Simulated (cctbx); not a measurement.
## Absolute structure of Zr3Mn4AlV4

Space group P3m1 (no. 156), a = 5.2950 Å, b = 5.2950 Å, c = 8.2590 Å, α = 90.00°, β = 90.00°, γ = 120.00°.

```
atom  mult.       x       y       z  Ueq (Å²)
 Zr1      1       0       0  0.9314    0.0030
 Zr2      1     2/3     1/3  0.0644    0.0037
 Zr3      1     2/3     1/3  0.4312    0.0031
 Mn1      3  0.9922  0.4961  0.7487    0.0041
 Mn2      1     1/3     2/3  0.0019    0.0042
  V1      3  0.6749  0.8375  0.2545    0.0036
  V2      1     1/3     2/3  0.4922    0.0040
 Al1      1       0       0  0.5541    0.0051
```

This is a model crystal, built by substitution and not relaxed, with assumed displacement parameters.

Data sets are simulated with cctbx and refined with Bijvoet mates kept apart; Flack x is then fitted as the share of an inverted twin with the atoms fixed, Hooft y from the Bijvoet differences. The group is acentric but holds improper operations, so there is an absolute structure (orientation) and no hand.

Untwinned crystal. What Flack and Hooft values should come out?

| λ (Å) | extinction (unmodelled) | d min (Å) | top counts | error (%) | model | R1 | Flack x | s.u. | Hooft y | s.u. | pairs |
| --- | --- | --- | --- | --- | --- | --- | --- | --- | --- | --- | --- |
| 0.71073 | 0.1 | 0.77 | 5000 | 3 | as given | 0.0172 | -0.01 | 0.04 | -0.038 | 0.050 | 198 |
| 0.71073 | 0.1 | 0.77 | 5000 | 3 | inverted | 0.0245 | 1.00 | 0.04 | 1.053 | 0.051 | 198 |
| 1.54184 | 0 | 0.83 | 40000 | 4 | as given | 0.0099 | -0.007 | 0.003 | -0.006 | 0.007 | 164 |

With Mo Kα, x is within 3 s.u. of 0, so the absolute structure is right. With Cu Kα, x is within 3 s.u. of 0, so the absolute structure is right. Inverting the model turns x into about 1 − x.

A further crystal gives:

```
  λ (Å)  extinction (unmodelled)  d min (Å)  top counts  error (%)     model      R1  Flack x   s.u.  Hooft y   s.u.  pairs
1.54184                        0       0.83       40000        1.5  as given  0.0120    0.143  0.005    0.149  0.006    164
```

**Question.** What is it?

It was simulated as an inversion twin with a fraction 0.15 of the inverted domain. Flack x is over 3 s.u. from both 0 and 1 and reads that fraction.

[Logs are printed without paths, hosts, clocks, repeated set-up lines and the standing remarks that a program may print on its own settings, such as how far it seeks lower states.]
